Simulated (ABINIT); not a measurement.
An input for ABINIT 10.8.3 (TiO2 (Rutile)):

```
acell 3*1.0 Angstrom
rprim 
  4.592200000000 0.000000000000 0.000000000000
  0.000000000000 4.592200000000 0.000000000000
  0.000000000000 0.000000000000 2.957400000000
ntypat 2
znucl 22 8
natom 6
typat 1 1 2 2 2 2
xred 
  0.000000000000 0.000000000000 0.000000000000
  0.500000000000 0.500000000000 0.500000000000
  0.304960000000 0.304960000000 0.000000000000
  0.195040000000 0.804960000000 0.500000000000
  0.695040000000 0.695040000000 0.000000000000
  0.804960000000 0.195040000000 0.500000000000
pp_dirpath "pseudos"
pseudos "Ti.upf, O.upf"
ecut 38
ngkpt 2 2 4
nshiftk 1
shiftk 0 0 0
kptopt 1
chksymbreak 0
irdden 1
istwfk *1
nband 165
prtvol 0
optdriver 6
gwr_task "HDIAGO"
paral_kgb 0
occopt 1
indata_prefix "in"
outdata_prefix "out"
tmpdata_prefix "tmp"
```

```sh
OMP_NUM_THREADS=1 mpirun -n 8 abinit run.abi > log
```

**Question.** How long will it take on 8 MPI ranks of Arm Neoverse V2, shared host, and how much memory?

It took 1.9 min; on shared hardware allow 57 s to 3.8 min. Peak host memory was 9.9 GiB.

[Paths, hosts, dates, memory and timing lines, banners, echoed tables and standing remarks are left out of the program output.]

[Logs are printed without paths, hosts, clocks, repeated set-up lines and the standing remarks that a program may print on its own settings, such as how far it seeks lower states.]

[Runs of the session that timed out or met a known fault of the program may be left out.]

[Hosts, paths, dates, database ids (printed as entryN), source tags and the programs' standing remarks are cut or masked in the printed files.]

[G0W0 gaps are taken among the corrected bands and points alone; a level outside them can change the order at an edge.]

[Where Ansatz stands beside ABINIT at settings called matched, ABINIT's density can come from a denser mesh and the files from another edition; pairs whose starting gaps differed by over 0.03 eV were left out, so agreement reads better than it is.]
